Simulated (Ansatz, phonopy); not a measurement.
# Quasi-harmonic thermodynamics of CaO (Lime, Fm-3m), part 6 of 6

Wanted: α(T), C_P(T) and B(T) of CaO (Lime) in the quasi-harmonic approximation.

What experiment has found for this phase:
- heat capacity C_P per formula unit 42.2 J/mol/K and bulk modulus 113 GPa near room temperature (given in “High-Throughput Prediction of Finite-Temperature Properties using the Quasi-Harmonic Approximation”, 2016, arXiv:1603.06924)

Ansatz 0.2.0; DFT LDA, scalar-relativistic, plane waves, PAW (the session's first sound run).

So far, isothermal bulk modulus at 298 K (GPa): step 5 (the quasi-harmonic study, functional LDA, q-mesh 2×2×2) 120; step 7 (phonons on strained cells, q-mesh 4×4×4, LDA) 120; step 10 (phonons on strained cells, q-mesh 4×4×4 (run 2), PBE) 96.7.

## Step 11: Side by side (continued)

The runs together, line volume. The expansion coefficient, volume by temperature; values in 1e-6/K:

```
temperature (K)  lda, 487.2, 8×8×8, 2×2×2, dfpt, 0  lda, 487.2, 8×8×8, 4×4×4, dfpt, 0  pbe, 487.2, 8×8×8, 4×4×4, dfpt, 0
              0                                  0                                  0                                  0
             50                               2.03                               1.99                               3.57
            100                               12.3                               12.2                               18.0
            200                               28.4                               28.1                               36.6
            250                               32.4                               32.2                               41.2
            298                               35.1                               34.9                               44.2
            300                               35.2                               35.0                               44.4
            350                               37.3                               37.1                               46.8
            450                               40.2                               40.1                               50.6
            500                               41.4                               41.3                               52.2
            550                               42.5                               42.4                               53.9
            600                               43.6                               43.5                               55.5
            650                               44.6                               44.5                               57.1
            700                               45.6                               45.5                               58.8
            800                               47.6                               47.6                               62.5
            850                               48.6                               48.7                               64.6
            900                               49.7                               49.8                               66.8
            950                               50.8                               51.0                               69.3
           1000                                 52                               52.2                               72.0
           1100                               54.5                               54.8                               78.4
           1150                               55.9                               56.2                               82.3
           1200                               57.3                               57.7                               86.8
```

The runs together, line C_P. Heat capacity, C_P against temperature; values in J/mol-atom/K:

```
temperature (K)  lda, 487.2, 8×8×8, 2×2×2, dfpt, 0  lda, 487.2, 8×8×8, 4×4×4, dfpt, 0  pbe, 487.2, 8×8×8, 4×4×4, dfpt, 0
              0                                  0                                  0                                  0
             50                               1.36                               1.41                               1.86
            100                               7.77                               7.78                               9.01
            150                               13.6                               13.6                               14.8
            200                               17.4                               17.4                               18.4
            250                               19.8                               19.8                               20.6
            298                               21.3                               21.3                               22.0
            300                               21.4                               21.3                               22.0
            350                               22.4                               22.4                               23.0
            400                               23.2                               23.2                               23.7
            450                               23.8                               23.7                               24.3
            500                               24.2                               24.2                               24.7
            550                               24.6                               24.6                               25.1
            600                               24.9                               24.9                               25.5
            650                               25.2                               25.2                               25.8
            700                               25.4                               25.4                               26.1
            750                               25.7                               25.7                               26.4
            800                               25.9                               25.9                               26.7
            850                               26.1                               26.1                               27.0
            900                               26.3                               26.3                               27.3
            950                               26.5                               26.5                               27.6
           1000                               26.8                               26.8                               28.0
           1050                               27.0                               27.0                               28.4
           1100                               27.2                               27.2                               28.8
           1150                               27.4                               27.4                               29.3
           1200                               27.7                               27.7                               29.8
```

## Step 12: Free-energy fit

This step: DFT PBE, scalar-relativistic, plane waves, PAW (phonopy 4.10.0).

Energy (each curve on its own zero) against volume; values in meV/atom:

```
volume (Å³/atom)  static  F at 0 K  F at 300 K  F at 1200 K
          14.097       0      3.39        6.43         23.1
          14.309    1.05      3.23        5.29         16.3
          14.579    5.18      5.84        6.58         10.3
          14.827    11.4      10.8        10.2          7.1
          15.079    20.1      18.0        16.1         5.74
          15.334    30.9      27.4        24.0         6.07
```

The fit gives a volume expansion of 44.2 × 10⁻⁶/K at 300 K, against 44.3 at 298 K from the study itself, whose static fit uses more cells.

## Step 13: Outcome

| Item | Value |
| --- | --- |
| settings of these figures | PBE, 487.2 eV, k 8×8×8, q 4×4×4 |
| volume expansion coefficient at 298 K | 44.25 1e-6/K |
| C_P at 298 K | 21.96 J/mol-atom/K |
| entropy at 298 K | 21.69 J/mol-atom/K |
| isothermal bulk modulus at 298 K | 96.72 GPa |
| Grüneisen parameter at 298 K | 1.720 |
| volume at 298 K | 14.32 Å³/atom |
| principal linear expansion coefficients at 298 K | 14.75, 14.75, 14.75 1e-6/K |

Near room temperature CaO (Lime) expands by 44.3 × 10⁻⁶/K in volume by PBE, with C_P = 22.0 J/(mol K) per mole of atoms and B_T = 96.7 GPa. Between 298.15 and 1200 K the bulk modulus falls by 36 % and the Grüneisen parameter grows; in this range the quasi-harmonic approximation, which lacks anharmonicity at fixed volume, tends to overshoot. C_P at room temperature is 88 % of the classical 3R an atom, so the stiffest modes are still partly frozen out. A measured bulk modulus near room temperature is 113 GPa (arXiv:1603.06924); the calculated 96.7 GPa differs by -14 %. The table does not say whether its value is isothermal or adiabatic. A measured heat capacity per formula unit near room temperature is 42.2 J/mol/K (arXiv:1603.06924); the calculated 43.9 J/mol/K differs by +4 %. The levels of theory differ by up to 9.3 × 10⁻⁶/K in the volume expansion at 298 K.

[Logs are printed without paths, hosts, clocks, repeated set-up lines and the standing remarks that a program may print on its own settings, such as how far it seeks lower states.]

[Hosts, paths, dates, database ids (printed as entryN), source tags and the programs' standing remarks are cut or masked in the printed files.]

[A step with changed settings may run another functional than the one named; its input shows which.]
